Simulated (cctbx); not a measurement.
**Interatomic vectors of EuHfTe3**

Space group P6_3/mmc (no. 194), a = 6.9430 Å, b = 6.9430 Å, c = 5.7280 Å, α = 90.00°, β = 90.00°, γ = 120.00°, content Hf2 Eu2 Te6.

The data are simulated with cctbx, not measured: Cu Kα, λ = 1.54184 Å, to d = 0.83 Å, 70 % of the full sphere, strongest reflection 20000 counts, noise from counting, a 3 % proportional error and a noise floor of 2 counts (s.d.); no absorption.

Patterson synthesis, origin scaled to 1000:

```text
Patterson group P 6/m m m
      u       v       w   height  length (A)
  0.000   0.000   0.000   1000.0     0.00
  0.000   0.500   0.000    618.4     3.47
  0.167   0.334   0.500    324.8     3.50
  0.333   0.667   0.500    293.7     4.93
  0.000   0.000   0.500    283.7     2.86
  0.176   0.353   0.251    196.2     2.56
  0.333   0.667   0.252    185.2     4.26
  0.000   0.500   0.358     10.8     4.03
  0.000   0.269   0.397      8.0     2.94
  0.096   0.192   0.086      7.4     1.26
  0.250   0.501   0.410      6.9     5.16
  0.082   0.165   0.343      3.5     2.20
  0.176   0.509   0.111      3.3     4.20
  0.066   0.132   0.172      3.3     1.27
```

Q: Assign the vectors.

A peak at u stands for all pairs with xi − xj = u, with weight Σ ZiZj against Σ Z² = 34530 at the origin. Peak heights follow these weights only roughly, since form factors, motion and series ripples differ, all vectors within 0.55 Å of a peak are counted as merged into it though the farther ones add only part of their weight, and F(000) is left out, which lowers the whole map:

| u | v | w | shortest length (Å) | height | 1000 ΣZiZj/ΣZ² | pairs in the cell |
| --- | --- | --- | --- | --- | --- | --- |
| 0.000 | 0.500 | 0.000 | 3.47 | 618 | 693 | 4 × Eu–Te, 4 × Te–Te |
| 0.167 | 0.334 | 0.500 | 3.50 | 325 | 346 | 2 × Eu–Te, 2 × Te–Te |
| 0.333 | 0.667 | 0.500 | 4.92 | 294 | 350 | 3 × Te–Te, 1 × Eu–Eu |
| 0.000 | 0.000 | 0.500 | 2.86 | 284 | 300 | 2 × Hf–Hf |
| 0.176 | 0.353 | 0.251 | 2.56 | 196 | 217 | 2 × Hf–Te |
| 0.333 | 0.667 | 0.252 | 4.26 | 185 | 263 | 2 × Hf–Eu |

The table stops at ten peaks or at a height of 45, below which ripples compete. In the model behind the data Hf, the heaviest element, has 1 independent site: (0, 0, 1/2), up to an allowed shift of origin; the Hf–Hf vectors are differences of these positions and their symmetry mates. Elements of similar Z can't be told apart from the map alone. The whole model:

```csv
atom,mult.,x,y,z,Ueq (Å²)
Hf1,2,0,0,1/2,0.0128
Eu1,2,1/3,2/3,3/4,0.0138
Te1,6,0.1758,0.8242,1/4,0.0115
```

This is a model crystal, built by substitution and not relaxed, with assumed displacement parameters.

[Logs are printed without paths, hosts, clocks, repeated set-up lines and the standing remarks that a program may print on its own settings, such as how far it seeks lower states.]
